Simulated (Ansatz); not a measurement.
**Pt3PbC (Pm-3m): phonons and vibrational spectra**

Aim: the vibrations of Pt3PbC (Pm-3m), their spectra, and whether the structure is stable.

Calculated with Ansatz 0.2.0; DFT PBEsol, scalar-relativistic, plane waves, PAW; PAW set soft_1.

## (1) Set-up

The structure is cubic, space group Pm-3m (No. 221). The conventional cell has a = 4.348 Å, b = 4.348 Å, c = 4.348 Å, α = 90.00°, β = 90.00°, γ = 90.00°. Pt has 2 C at 2.17 Å and 4 Pb at 3.07 Å and 8 Pt at 3.07 Å nearest. Pb has 12 Pt at 3.07 Å nearest. Nearest to C lie 6 Pt at 2.17 Å. Farther neighbours are not listed.

As a file:

```cif
data_structure
_symmetry_space_group_name_H-M 'Pm-3m'
_symmetry_Int_Tables_number 221
_cell_length_a 4.3480
_cell_length_b 4.3480
_cell_length_c 4.3480
_cell_angle_alpha 90.000
_cell_angle_beta 90.000
_cell_angle_gamma 90.000
_cell_volume 82.20
loop_
_atom_site_label
_atom_site_type_symbol
_atom_site_symmetry_multiplicity
_atom_site_Wyckoff_symbol
_atom_site_fract_x
_atom_site_fract_y
_atom_site_fract_z
_atom_site_occupancy
Pt1 Pt 3 c 0.00000 0.50000 0.50000 1
Pb1 Pb 1 a 0.00000 0.00000 0.00000 1
C1 C 1 b 0.50000 0.50000 0.50000 1
```

## (2) Relaxation

Harmonic phonons are second derivatives at a point where the forces vanish, and they are wanted at zero stress, so atoms and cell are relaxed first.

input.yaml reads:

```yaml
crystal:
  lattice:
    - [4.348043, 0.0, 0.0]
    - [0.0, 4.348043, 0.0]
    - [0.0, 0.0, 4.348043]
  atoms:
    - { symbol: Pt, position: [0.0, 0.5, 0.5] }
    - { symbol: Pt, position: [0.5, 0.5, 0.0] }
    - { symbol: Pt, position: [0.5, 0.0, 0.5] }
    - { symbol: Pb, position: [0.0, 0.0, 0.0] }
    - { symbol: C, position: [0.5, 0.5, 0.5] }
kpoints:
  mp_grid: { grid: [8, 8, 8] }
hamiltonian:
  xc: pbesol
  pseudopotentials: { kind: paw, azcp: { folder: soft_1 }, xc_functional: pbe }
scf:
  occupations: { method: gaussian, width: 0.1 }
output:
  forces: true
  stress: true
  eigenvalues: true
relax:
  adjacent_minimum: "off"
  f_tol: 0.005
  max_steps: 80
  cell: { stress_tol: 0.05 }
```

On the command line:

```bash
$ ansatz run input.yaml --threads 4 --pin off --max-ram 10240MiB --backend cpu --events-out ev --progress --plain --runs-dir out
```

Numbers of over 12 decimals in the logs are rounded to 6 here.

Log:

```text
Engine: ansatz 0.2.0, aarch64-unknown-linux-gnu
Pseudopotentials: kind: paw
Pseudopotential: Pt, paw, valence charge 18, recommended cutoff 420 eV (normal), soft_1/Pt.paw.azcp
Pseudopotential: Pb, paw, valence charge 14, recommended cutoff 420 eV (normal), soft_1/Pb.paw.azcp
Pseudopotential: C, paw, valence charge 4, recommended cutoff 420 eV (normal), soft_1/C.paw.azcp
Functional definition: PBEsol
  exchange = pbesol_x
  correlation = pbesol_c
Crystal: 5 atoms, lattice volume = 82.202 Å³
Basis set: ecut = 420 eV, 1575 PW (Γ), exchange–correlation on 60×60×60 points (8 copies of the dense FFT grid, shifted against one another)
Bands: 44, of which v1, the nominal top of the filled ones, is band 36 counted from 1 (35 counted from 0)
Symmetry: 48 space group operations
Space group: Pm-3m (ITA 221), of the structure as read, at distance tolerance 4.3e-5 Å
k-points: 35 of 512
Non-local potential: Pt, projectors of the file, l = 0: 3, l = 1: 2, l = 2: 2, l = 3: 1
Non-local potential: Pb, projectors of the file, l = 0: 2, l = 1: 2, l = 2: 2, l = 3: 1
Non-local potential: C, projectors of the file, l = 0: 2, l = 1: 2, l = 2: 1
PAW form: soft (Blöchl's): semilocal exchange-correlation on the pseudo side does not see the compensation charge
PAW frozen core: Pt, regenerated for the run's functional, and the local potential with it (the file was generated under x = pbe(κ = 0.804, μ = 0.219515), c = pbe(β = 0.066725))
PAW frozen core: Pb, regenerated for the run's functional, and the local potential with it (the file was generated under x = pbe(κ = 0.804, μ = 0.219515), c = pbe(β = 0.066725))
PAW frozen core: C, regenerated for the run's functional, and the local potential with it (the file was generated under x = pbe(κ = 0.804, μ = 0.219515), c = pbe(β = 0.066725))
PAW one-centre angular grid: Pt, 590 points (default); XC on 64 Gauss nodes
PAW one-centre angular grid: Pb, 590 points (default); XC on 64 Gauss nodes
PAW one-centre angular grid: C, 110 points (default); XC on 64 Gauss nodes
Initial density: superposition of atomic densities (chi_scale 0.1, normalization cell, long waves kept (reshape's long-wave potential 0.00 eV rms))
Initial wavefunctions: pseudopotential atomic-orbital guess
Functional: x = pbesol(κ = 0.804, μ = 0.123457), c = pbesol(β = 0.046)
SCF iter   1: F=—  HF=-49159.390889 eV  |F-HF|=—  |Δ(HF+E_count)|=         —  Δρ=7.73e-2  dr2=5.69e0  ethr=3.10e-3  ⟨swp⟩=6.7  Hψ=5710  notcnv=0  defer=4
preconditioner: auto → Kerker (q_TF=auto, 2.669 Å⁻¹)  [metal: Δε(μ)=0.032 eV  Ē_g=10.620 eV  σ=0.100 eV  W_gap=0.18  n_scr=26 (ndim 8)  ℏωp=28.4 eV  f_vac=0.000  D(μ)=6.04/eV (n_scr^D=80)]
SCF iter   2: F=—  HF=-49158.347379 eV  |F-HF|=—  |Δ(HF+E_count)|=    1.04e0  Δρ=3.88e-2  dr2=1.51e0  ethr=3.10e-3  ⟨swp⟩=2.8  Hψ=2564  notcnv=0  defer=81
SCF iter   3: F=—  HF=-49157.992994 eV  |F-HF|=—  |Δ(HF+E_count)|=   3.54e-1  Δρ=5.33e-3  dr2=2.19e-2  ethr=2.10e-3  ⟨swp⟩=2.0  Hψ=2266  notcnv=0  defer=81
SCF iter   4: F=—  HF=-49157.989351 eV  |F-HF|=—  |Δ(HF+E_count)|=   3.64e-3  Δρ=9.31e-4  dr2=1.20e-3  ethr=3.04e-5  ⟨swp⟩=1.1  Hψ=1825  notcnv=0  defer=78
SCF iter   5: F=—  HF=-49157.989084 eV  |F-HF|=—  |Δ(HF+E_count)|=   2.67e-4  Δρ=2.42e-4  dr2=8.49e-5  ethr=1.67e-6  ⟨swp⟩=2.3  Hψ=2327  notcnv=0  defer=78
SCF iter   6: F=—  HF=-49157.989013 eV  |F-HF|=—  |Δ(HF+E_count)|=   7.07e-5  Δρ=6.29e-5  dr2=4.99e-6  ethr=1.18e-7  ⟨swp⟩=2.1  Hψ=1992  notcnv=0  defer=78
SCF iter   7: F=—  HF=-49157.989011 eV  |F-HF|=—  |Δ(HF+E_count)|=   1.93e-6  Δρ=1.59e-5  dr2=2.27e-7  ethr=6.93e-9  ⟨swp⟩=2.0  Hψ=2333  notcnv=0  defer=78
SCF iter   8: F=-49157.989011 eV  HF=-49157.989011 eV  |F-HF|=9.39e-10  |Δ(HF+E_count)|=   5.81e-8  Δρ=2.94e-6  dr2=4.95e-9  ethr=1.39e-10  ⟨swp⟩=10.9  Hψ=6480  notcnv=0
SCF 1 converged in 8 iterations: F = -49157.989011 eV  dr2 = 4.95e-9
  greatest PAW one-centre occupation: 1.000 electrons in one spin orbital (limit 2), on the Pt atom at site 0 (counted from 0), in its partial waves of l = 0
relax step   1: F+E_penalty+E_count = -49157.98901118 eV  Δ(F+E_penalty+E_count) = +0.000e0 eV  max|allowed force component| = 6.400e-29 eV/Å  Δτ_max = 0.0000 Å  P = -7.881 GPa  Ω = 82.202 Å³  (8 SCF iters, dr2 threshold 1.00e-7 eV, accepted)
Crystal: 5 atoms, lattice volume = 75.442 Å³
Basis set: ecut = 420 eV, 1419 PW (Γ), exchange–correlation on 60×60×60 points (8 copies of the dense FFT grid, shifted against one another)
Initial density: handed on by an earlier stage of this run
Initial wavefunctions: those handed on with the density
iter 1 solved again at ethr=2.05e-4 eV; its pass at ethr=3.10e-3 eV (dr2=1.48e-1 eV) is discarded
SCF iter   1: F=—  HF=-49158.045626 eV  |F-HF|=—  |Δ(HF+E_count)|=         —  Δρ=1.23e-2  dr2=1.51e-1  ethr=2.05e-4  ⟨swp⟩=1.5  Hψ=6953  notcnv=0
preconditioner: auto → Kerker (q_TF=auto, 2.707 Å⁻¹)  [metal: Δε(μ)=0.009 eV  Ē_g=11.473 eV  σ=0.100 eV  W_gap=0.05  n_scr=26 (ndim 8)  ℏωp=29.6 eV  f_vac=0.000  D(μ)=5.22/eV (n_scr^D=56)]
SCF iter   2: F=—  HF=-49158.023823 eV  |F-HF|=—  |Δ(HF+E_count)|=   2.18e-2  Δρ=6.81e-3  dr2=4.85e-2  ethr=2.05e-4  ⟨swp⟩=1.3  Hψ=1556  notcnv=0
SCF iter   3: F=—  HF=-49158.013615 eV  |F-HF|=—  |Δ(HF+E_count)|=   1.02e-2  Δρ=6.67e-4  dr2=1.89e-4  ethr=6.74e-5  ⟨swp⟩=2.0  Hψ=2374  notcnv=0
SCF iter   4: F=—  HF=-49158.013595 eV  |F-HF|=—  |Δ(HF+E_count)|=   2.01e-5  Δρ=1.28e-4  dr2=1.33e-5  ethr=2.62e-7  ⟨swp⟩=2.4  Hψ=2490  notcnv=0
SCF iter   5: F=—  HF=-49158.013592 eV  |F-HF|=—  |Δ(HF+E_count)|=   3.14e-6  Δρ=3.26e-5  dr2=6.40e-7  ethr=1.85e-8  ⟨swp⟩=2.0  Hψ=2150  notcnv=0
SCF iter   6: F=-49158.013592 eV  HF=-49158.013592 eV  |F-HF|=6.91e-8  |Δ(HF+E_count)|=   1.63e-7  Δρ=8.17e-6  dr2=9.14e-8  ethr=6.94e-10  ⟨swp⟩=6.3  Hψ=5971  notcnv=0
SCF 2 converged in 6 iterations: F = -49158.013592 eV  dr2 = 9.14e-8
  greatest PAW one-centre occupation: 1.000 electrons in one spin orbital (limit 2), on the Pt atom at site 2 (counted from 0), in its partial waves of l = 0
relax step   2: F+E_penalty+E_count = -49158.01359162 eV  Δ(F+E_penalty+E_count) = -2.458e-2 eV  max|allowed force component| = 1.020e-29 eV/Å  Δτ_max = 0.0000 Å  P = +8.248 GPa  Ω = 75.442 Å³  energy of the carried Pulay correction = +3.898e-3 eV  (6 SCF iters, dr2 threshold 5.00e-7 eV, accepted)
Crystal: 5 atoms, lattice volume = 78.754 Å³
Basis set: ecut = 420 eV, 1551 PW (Γ), exchange–correlation on 60×60×60 points (8 copies of the dense FFT grid, shifted against one another)
iter 1 solved again at ethr=6.26e-5 eV; its pass at ethr=3.10e-3 eV (dr2=4.51e-2 eV) is discarded
SCF iter   1: F=—  HF=-49158.095841 eV  |F-HF|=—  |Δ(HF+E_count)|=         —  Δρ=6.50e-3  dr2=4.60e-2  ethr=6.26e-5  ⟨swp⟩=1.5  Hψ=6900  notcnv=0
preconditioner: auto → Kerker (q_TF=auto, 2.688 Å⁻¹)  [metal: Δε(μ)=0.024 eV  Ē_g=11.162 eV  σ=0.100 eV  W_gap=0.14  n_scr=26 (ndim 8)  ℏωp=29.0 eV  f_vac=0.000  D(μ)=3.64/eV (n_scr^D=26)]
SCF iter   2: F=—  HF=-49158.089368 eV  |F-HF|=—  |Δ(HF+E_count)|=   6.47e-3  Δρ=3.64e-3  dr2=1.51e-2  ethr=6.26e-5  ⟨swp⟩=1.1  Hψ=1543  notcnv=0
SCF iter   3: F=—  HF=-49158.086276 eV  |F-HF|=—  |Δ(HF+E_count)|=   3.09e-3  Δρ=3.51e-4  dr2=5.07e-5  ethr=2.09e-5  ⟨swp⟩=2.0  Hψ=1974  notcnv=0
SCF iter   4: F=—  HF=-49158.086247 eV  |F-HF|=—  |Δ(HF+E_count)|=   2.87e-5  Δρ=5.86e-5  dr2=2.45e-6  ethr=7.05e-8  ⟨swp⟩=2.2  Hψ=2260  notcnv=0
iter 5 did not close the SCF: its close was put off for the readings that it lacked (scf_convergence_deferred on its scf_iter line)
SCF iter   5: F=-49158.086246 eV  HF=-49158.086247 eV  |F-HF|=3.95e-8  |Δ(HF+E_count)|=   6.60e-7  Δρ=1.49e-5  dr2=1.34e-7  ethr=3.40e-9  ⟨swp⟩=2.0  Hψ=2325  notcnv=0
SCF iter   6: F=-49158.086247 eV  HF=-49158.086247 eV  |F-HF|=7.64e-10  |Δ(HF+E_count)|=   7.59e-9  Δρ=2.91e-6  dr2=4.75e-9  ethr=1.87e-10  ⟨swp⟩=3.6  Hψ=6247  notcnv=0
SCF 3 converged in 6 iterations: F = -49158.086247 eV  dr2 = 4.75e-9
relax step   3: F+E_penalty+E_count = -49158.08624650 eV  Δ(F+E_penalty+E_count) = -7.265e-2 eV  max|allowed force component| = 1.404e-29 eV/Å  Δτ_max = 0.0000 Å  P = -0.664 GPa  Ω = 78.754 Å³  energy of the carried Pulay correction = +1.948e-3 eV  (6 SCF iters, dr2 threshold 5.00e-7 eV, accepted)
[...]
relax step   4: F+E_penalty+E_count = -49158.08696667 eV  Δ(F+E_penalty+E_count) = -7.202e-4 eV  max|allowed force component| = 9.782e-30 eV/Å  Δτ_max = 0.0000 Å  P = -0.049 GPa  Ω = 78.497 Å³  energy of the carried Pulay correction = +2.096e-3 eV  (6 SCF iters, dr2 threshold 5.00e-7 eV, accepted)
[...]
relax step   5: F+E_penalty+E_count = -49158.08494576 eV  Δ(F+E_penalty+E_count) = +2.021e-3 eV  max|allowed force component| = 1.541e-29 eV/Å  Δτ_max = 0.0000 Å  P = -0.056 GPa  Ω = 78.497 Å³  stress off target by 5.56e-2 GPa  SCF on the basis re-selected at this cell (its energy is not comparable with the rows above)  (6 SCF iters)
[...]
relax step   6: F+E_penalty+E_count = -49158.08496370 eV  Δ(F+E_penalty+E_count) = -1.794e-5 eV  max|allowed force component| = 3.684e-29 eV/Å  Δτ_max = 0.0000 Å  P = +0.000 GPa  Ω = 78.474 Å³  energy of the carried Pulay correction = +1.395e-5 eV  (6 SCF iters, dr2 threshold 7.73e-9 eV, accepted)
iter 1 solved again at ethr=8.04e-8 eV; its pass at ethr=3.10e-3 eV (dr2=5.79e-5 eV) is discarded
SCF iter   1: F=—  HF=-49158.084970 eV  |F-HF|=—  |Δ(HF+E_count)|=         —  Δρ=1.21e-6  dr2=3.87e-10  ethr=8.04e-8  ⟨swp⟩=3.9  Hψ=9783  notcnv=0
eigensolver tolerance schedule: the retry pair's looser diagonalisation over-reported the residual by 149586.96 of it (diagonalisation noise at an unbounded share of the residual, at the tolerance the schedule requests for it); recorded, not acted on — ethr = c·dr2/N_el stays at c = 1.0e-1
SCF iter   2: F=—  HF=-49158.084950 eV  |F-HF|=—  |Δ(HF+E_count)|=   2.01e-5  Δρ=4.33e-7  dr2=6.67e-11  ethr=1.00e-12  ⟨swp⟩=4.0  Hψ=4212  notcnv=0
iter 3 did not close the SCF: its close was put off for the readings that it lacked (scf_convergence_deferred on its scf_iter line)
SCF iter   3: F=-49158.084950 eV  HF=-49158.084950 eV  |F-HF|=7.28e-12  |Δ(HF+E_count)|=  7.28e-12  Δρ=2.41e-7  dr2=1.97e-11  ethr=1.00e-12  ⟨swp⟩=1.0  Hψ=1540  notcnv=0
iter 4 did not close the SCF: its close was put off for the readings that it lacked (scf_convergence_deferred on its scf_iter line)
SCF iter   4: F=-49158.084950 eV  HF=-49158.084950 eV  |F-HF|=1.46e-11  |Δ(HF+E_count)|=  7.28e-12  Δρ=3.62e-8  dr2=1.04e-12  ethr=1.00e-12  ⟨swp⟩=1.0  Hψ=1540  notcnv=0
iter 5 did not close the SCF: its close was put off for the readings that it lacked (scf_convergence_deferred on its scf_iter line)
SCF iter   5: F=-49158.084950 eV  HF=-49158.084950 eV  |F-HF|=2.91e-11  |Δ(HF+E_count)|=  7.28e-12  Δρ=1.39e-8  dr2=2.01e-13  ethr=1.00e-12  ⟨swp⟩=1.0  Hψ=1540  notcnv=0
iter 6 did not close the SCF: its close was put off for the readings that it lacked (scf_convergence_deferred on its scf_iter line)
SCF iter   6: F=-49158.084950 eV  HF=-49158.084950 eV  |F-HF|=0.00e0  |Δ(HF+E_count)|=  7.28e-12  Δρ=7.04e-9  dr2=3.57e-14  ethr=1.00e-12  ⟨swp⟩=1.0  Hψ=1540  notcnv=0
SCF iter   7: F=-49158.084950 eV  HF=-49158.084950 eV  |F-HF|=7.28e-12  |Δ(HF+E_count)|=  7.28e-12  Δρ=2.32e-9  dr2=3.88e-15  ethr=1.00e-12  ⟨swp⟩=2.6  Hψ=4062  notcnv=0
SCF 7 converged in 7 iterations: F = -49158.084950 eV  dr2 = 3.88e-15
relax step   7: F+E_penalty+E_count = -49158.08494957 eV  Δ(F+E_penalty+E_count) = +1.413e-5 eV  max|allowed force component| = 7.363e-30 eV/Å  Δτ_max = 0.0000 Å  P = +0.000 GPa  Ω = 78.474 Å³  stress off target by 3.23e-4 GPa  SCF on the basis re-selected at this cell (its energy is not comparable with the rows above)  (7 SCF iters)
basis re-selected at this cell: Δ(F+E_penalty+E_count) = +1.413e-5 eV, ΔP = -0.000 GPa vs the last step (what re-selecting the basis moved, of the pressure what is left beyond the Pulay correction that the steps carried, after the strain that the cell walked since its last selection, with what the two solves' SCF thresholds leave and, on support functions, any second-order correction that the steps lacked; it is no m [...]
SCF converged after 7 iterations
Free energy (F): -49158.084950 eV
Harris-Foulkes:  -49158.084950 eV  (|F-HF|=7.28e-12)
Internal energy: -49158.062852 eV  (E = F + TS)
E sigma→0 (E₀):  -49158.073901 eV
Entropy (-TS):   -0.022098 eV (-4.420 meV/atom)
Fermi energy:    18.467680 eV
--- Per-component energies (eV) ---
  E_band       = -521.143848
  E_kinetic    = 2174.147418
  E_local      = -6019.236600  (includes V_loc(G=0)·N_el)
  E_nonlocal   = 954.783519
  E_hartree    = 2308.606220
  E_xc         = -944.146399
  E_vxc        = -1008.848661  (∫ρ·V_xc dr)
  E_paw        = -38377.434897  (= ΣΔE_a)
  E_vpaw       = -1239.205242  (= ΣTr[D̂ρ^β])
  E_aug_tail   = 0.003283  (compensation charges beyond the density's cutoff)
  E_ewald      = -9255.729761
  E_core_change = 0.944364  (= ΣΔE_core)
  E_smearing   = -0.022098  (= −TS)
  E_closure    = -0.000000  (closes the sum)
  Σ components = -49158.084950   (vs F -49158.084950, Δ=0.00e0)
--- Forces (eV/Å), atoms counted from 1 ---
  atom   1  Pt     0.00000000    -0.00000000    -0.00000000
  atom   2  Pt     0.00000000     0.00000000    -0.00000000
  atom   3  Pt     0.00000000     0.00000000    -0.00000000
  atom   4  Pb    -0.00000000     0.00000000     0.00000000
  atom   5  C     -0.00000000    -0.00000000    -0.00000000
  max |Σ_I F_I| component: 1.58e-29 eV/Å
--- Stress (GPa, compression-positive) ---
        0.000323      -0.000000      -0.000000
       -0.000000       0.000323       0.000000
       -0.000000       0.000000       0.000323
  P = ⅓ Tr σ = 0.0003 GPa (0.003 kbar)
--- Band table (eV; the first three rows and the last of 35) ---
  k-point 0: bands = [... 32 lower, 17.9230, 17.9230, 17.9230, 17.9347, 18.8513, 19.7176, 19.7176, 19.7176, ... 4 higher]
  k-point 1: bands = [... 32 lower, 17.8164, 17.9233, 18.0119, 18.0119, 18.3343, 20.0147, 20.0147, 20.5403, ... 4 higher]
  k-point 2: bands = [... 32 lower, 17.4748, 17.9241, 18.2368, 18.2368, 18.3436, 20.7620, 20.7620, 21.0981, ... 4 higher]
  k-point 34: bands = [... 32 lower, 16.7788, 17.7575, 17.7575, 17.7575, 17.9181, 19.7381, 19.7381, 19.7381, ... 4 higher]
--- Relaxed structure (5 steps of the walk, 5 accepted, 2 SCFs on fresh bases) ---
  F+E_penalty+E_count = -49158.08494957 eV   max|allowed force component| = 7.363e-30 eV/Å   (the final SCF, on the basis selected at the relaxed cell)
  cell:  # Å, volume = 78.4738 Å³
    - [4.281293, 0, 0]
    - [0, 4.281293, 0.0]
    - [0, 0.0, 4.281293]
  atoms:
    - { symbol: Pt, position: [0, 0.5, 0.5] }
    - { symbol: Pt, position: [0.5, 0.5, 0] }
    - { symbol: Pt, position: [0.5, 0, 0.5] }
    - { symbol: Pb, position: [0, 0, 0] }
    - { symbol: C, position: [0.5, 0.5, 0.5] }
```

Elapsed: 11 s, on 4 threads of Arm Neoverse V2, shared host; peak memory 0.46 GiB; 40 s of CPU time.

The steps of the relaxation:

```
step  energy less that of the first step (eV)  largest force component (eV/Å)  pressure (GPa)  volume (Å³)
   1                                   0.0000                          0.0000           -7.88        82.20
   2                                  -0.0246                          0.0000            8.25        75.44
   3                                  -0.0972                          0.0000           -0.66        78.75
   4                                  -0.0980                          0.0000           -0.05        78.50
  5*                                  -0.0959                          0.0000           -0.06        78.50
   6                                  -0.0960                          0.0000            0.00        78.47
  7*                                  -0.0959                          0.0000            0.00        78.47
```

Relaxation steps marked * repeat the geometry before them on a plane-wave basis chosen anew for their cell, so energy and pressure can jump there.

The run keeps the 48 symmetry operations that it works with, so distortions that break them were not tested.

```
conventional cell, symmetrised  before  after  change
                         a (Å)   4.348  4.281  -1.5 %
                         b (Å)   4.348  4.281  -1.5 %
                         c (Å)   4.348  4.281  -1.5 %
              volume (Å³/atom)   16.44  15.69  -4.5 %
```

Final coordinates:

```xyz
5
Lattice="4.2813 0.0000 0.0000 0.0000 4.2813 0.0000 0.0000 0.0000 4.2813" Properties=species:S:1:pos:R:3 pbc="T T T"
Pt    0.0000    2.1406    2.1406
Pt    2.1406    2.1406    0.0000
Pt    2.1406    0.0000    2.1406
Pb    0.0000    0.0000    0.0000
C     2.1406    2.1406    2.1406
```

Numbers from this step:

| Property | Result |
| --- | --- |
| pressure | 3.23e-4 GPa |
| volume per atom | 15.69 Å³ |
| gap on the k-mesh | 0 eV |

In this step the volume went from 16.44 to 15.69 Å³/atom.

## (3) Relaxing to small forces for the phonons

Phonons need a cell at rest on their own settings, so the relaxation is repeated with tight tolerances on forces and stress, using the mesh and the filling of the phonon run that follows.

input.yaml, the sections that differ from step 2:

```yaml
crystal:
  lattice:
    - [4.2812925343, 0.0, 0.0]
    - [0.0, 4.2812925343, 0.0]
    - [0.0, 0.0, 4.2812925343]
  atoms:
    - { symbol: Pt, position: [0.0, 0.5, 0.5] }
    - { symbol: Pt, position: [0.5, 0.5, 0.0] }
    - { symbol: Pt, position: [0.5, 0.0, 0.5] }
    - { symbol: Pb, position: [0.0, 0.0, 0.0] }
    - { symbol: C, position: [0.5, 0.5, 0.5] }
scf:
  occupations: { method: methfessel_paxton, width: 0.2 }
relax:
  adjacent_minimum: "off"
  f_tol: 0.001
  max_steps: 60
  cell: { stress_tol: 0.01 }
# kpoints, hamiltonian, output: as in step 2
```

Log:

```text
[...]
Crystal: 5 atoms, lattice volume = 78.474 Å³
Basis set: ecut = 420 eV, 1551 PW (Γ), exchange–correlation on 60×60×60 points (8 copies of the dense FFT grid, shifted against one another)
Bands: 44, of which v1, the nominal top of the filled ones, is band 36 counted from 1 (35 counted from 0)
Symmetry: 48 space group operations
[...]
k-points: 35 of 512
[...]
--- Relaxed structure (3 steps of the walk, 3 accepted, 1 SCFs on fresh bases) ---
[...]
cell:  # Å, volume = 78.4650 Å³
    - [4.281133, 0, 0.0]
    - [0, 4.281133, 0]
    - [0.0, 0, 4.281133]
  atoms:
    - { symbol: Pt, position: [0, 0.5, 0.5] }
    - { symbol: Pt, position: [0.5, 0.5, 0] }
    - { symbol: Pt, position: [0.5, 0, 0.5] }
    - { symbol: Pb, position: [0, 0, 0] }
    - { symbol: C, position: [0.5, 0.5, 0.5] }
[key lines of the parts left out:]
SCF converged after 4 iterations
Free energy (F): -49158.072872 eV
Fermi energy:    18.472221 eV
P = ⅓ Tr σ = -0.0001 GPa (-0.001 kbar)
```

Elapsed: 5.6 s, on 4 threads; peak memory 0.45 GiB; 21 s of CPU time.

Little changed from the start: no atom moved by 0.005 Å and no cell edge by 0.1 %.

This step gave:

```
pressure : -1.10e-4 GPa
```

The forces vanish by symmetry and the pressure is 0.000 GPa, within the tolerances set. The cell now holds 15.69 Å³/atom.

(Continued in part 2 of 2.)

[Logs are printed without paths, hosts, clocks, repeated set-up lines and the standing remarks that a program may print on its own settings, such as how far it seeks lower states.]

[Hosts, paths, dates, database ids (printed as entryN), source tags and the programs' standing remarks are cut or masked in the printed files.]
